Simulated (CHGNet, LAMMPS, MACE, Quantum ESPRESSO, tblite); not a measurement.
# Which site? A vacancy of Si in glassy 68TiO2-32SiO2 (mol %) (84 atoms), by several methods

Aim: compare the energies of a vacancy of Si at unlike sites of glassy 68TiO2-32SiO2 (mol %) (84 atoms), with plane waves as the reference.

Results are calculated, not measured.

**1. Set-up**

The cell holds 84 atoms (19 Ti, 9 Si and 56 O), with edges of 10.48, 10.48 and 10.48 Å. Recipe: 84 atoms (19 Ti, 9 Si, 56 O) placed at random at 3.07 g/cm³, melted at 4000 K for 10 ps at fixed volume with the Morse and Coulomb pair potential with partial charges (Pedone, Malavasi, Menziani, Cormack and Segre, J. Phys. Chem. B 110, 11780 (2006)). Quenched from 4000 K to 300 K at 10 K/ps and fixed volume, held 10 ps at zero pressure. Then the atoms were relaxed with MACE MP-0b3 medium in the fixed cell.

**2. The reference input**

Quantum ESPRESSO 7.5: Kohn-Sham DFT, PBE, SSSP efficiency 1.3.0 pseudopotentials, plane waves. Its input, pw.in, for the unchanged cell:

```
&control
  calculation = 'scf'
  pseudo_dir = './pseudo'
  outdir = './tmp'
  disk_io = 'none'
  tprnfor = .true.
  tstress = .true.
/
&system
  ibrav = 0
  nat = 84
  ntyp = 3
  ecutwfc = 60
  ecutrho = 480
  nosym = .true.
  occupations = 'smearing'
  smearing = 'fd'
  degauss = 0.003675
/
&electrons
  conv_thr = 4.2e-07
  electron_maxstep = 100
  mixing_beta = 0.4
  mixing_mode = 'plain'
  diagonalization = 'david'
/
ATOMIC_SPECIES
Ti 47.867 Ti.upf
Si 28.085 Si.upf
O 15.999 O.upf
CELL_PARAMETERS angstrom
10.47964 0.00000 0.00000
0.00000 10.47964 0.00000
0.00000 0.00000 10.47964
ATOMIC_POSITIONS crystal
Ti 0.30024 0.72772 0.93157
Ti 0.77343 0.37158 0.02638
Ti 0.06220 0.36457 0.14160
Ti 0.14778 0.87473 0.63737
[... 78 atom lines left out ...]
O 0.95023 0.16135 0.70194
O 0.98260 0.74510 0.10882
K_POINTS gamma
```

```console
$ OMP_NUM_THREADS=1 mpirun -np 2 pw.x -in pw.in > output.txt
```

It took 9.9 min on 2 MPI ranks of Arm Neoverse V1, shared host; peak memory 3.5 GiB.

It converged with an r.m.s. force component of 0.11 eV/Å and a pressure of -0.048 GPa.

**3. Programs and settings**

The levels share the cells and solve them as single points, though not every level runs every cell. CPU time is summed over a level's finished runs, on a host shared with the other runs, so it is rough; the force column is the median over cells of the r.m.s. difference of force components from the reference.

| level | basis or training data | k-points | runs finished | CPU time | peak memory (GiB) | force difference (meV/Å) |
| --- | --- | --- | --- | --- | --- | --- |
| QE, PBE | plane waves, SSSP efficiency, 60/480 Ry | Γ | 4 of 4 | 2 h | 3.5 | reference |
| tblite GFN1-xTB | tight binding with its own dispersion term | Γ | 3 of 3 | 20 s | 0.14 | 557 |
| CHGNet r2SCAN | trained on r2SCAN plane-wave data | - | 4 of 4 | 15 s | 1.2 | 252 |
| MACE MP-0b3 medium | trained on PBE(+U) plane-wave data | - | 4 of 4 | 34 s | 1.1 | 219 |

The reference's own r.m.s. force component runs from 106 to 292 meV/Å over these cells. MACE MP-0b3 medium relaxed the atoms, so in the cells that it relaxed its forces are near zero and its entry mostly repeats the reference's forces.

**4. The sites**

Each changed cell was relaxed with MACE MP-0b3 medium before the single points. Neighbours are the site's nearest atoms before the change.

```
site  nearest atoms  their mean distance (Å)  atoms within 6 Å  largest move on relaxing (Å)  longest force left in the reference (eV/Å)
Si20             O4                     1.63                66                          1.76                                        1.05
Si23             O4                     1.65                65                          1.19                                        0.90
Si24             O4                     1.63                64                          0.91                                        1.90
```

**5. Site energies**

All changed cells hold the same atoms, so within one level their energies compare with no chemical potential. Energies in eV, less that of Si20, the reference's cheapest site; the last column is the largest deviation from the reference once each row's mean is taken off.

```
             level  Si20  Si23  Si24  cheapest  largest deviation
           QE, PBE  0.00  1.31  1.82      Si20                  -
   tblite GFN1-xTB  0.00  2.64  3.27      Si20               0.92
     CHGNet r2SCAN  0.00  0.65  1.31      Si20               0.39
MACE MP-0b3 medium  0.00  0.27  1.69      Si20               0.65
```

**6. Outcome**

In the reference the cheapest site is Si20 (O4) and the dearest Si24 (O4), 1.8 eV higher. All 3 other levels pick the same cheapest site, and all give the whole order. CHGNet r2SCAN follows the reference most closely (0.39 eV at worst) and tblite GFN1-xTB least (0.92 eV).

The reference's gap of 2.90 eV in the unchanged cell gives way to partly filled levels or a spacing under 0.15 eV at every site.

Caveats: The geometries are those of MACE MP-0b3 medium; forces of up to 1.9 eV/Å remain in the reference, so relaxing in DFT would lower the energies, by amounts that can differ from site to site and can change the order. For MACE MP-0b3 medium alone these are relaxed energies. Defects interact with their periodic images. Neighbours of a vacancy can rebond in unlike ways from site to site, which enters the differences. Atoms moved by over 1 Å in some relaxations, so part of the differences can come from the host's rearranging. The reference has no spin polarisation, so cut bonds at a vacancy can't carry moments. Only 3 of the 9 Si sites are compared. Learned potentials know no electrons, so they can't tell charge or spin states of the defect. The quench rate of 10 K/ps is many orders above laboratory rates, so the cell is likely richer in defects and strain than a real sample. The reference samples only Γ, in a cell whose shortest periodic width is 10 Å. The reference isn't exact: its cutoffs and mesh weren't converged further here. Where levels are smeared, the DFT runs use Fermi–Dirac occupations at 580 K (0.05 eV), and energies are free energies.

[Long decimals in the printed logs are rounded to 6 places.]

[Logs are printed without paths, hosts, clocks, repeated set-up lines and the standing remarks that a program may print on its own settings, such as how far it seeks lower states.]

[Hosts, paths, dates, database ids (printed as entryN), source tags and the programs' standing remarks are cut or masked in the printed files.]
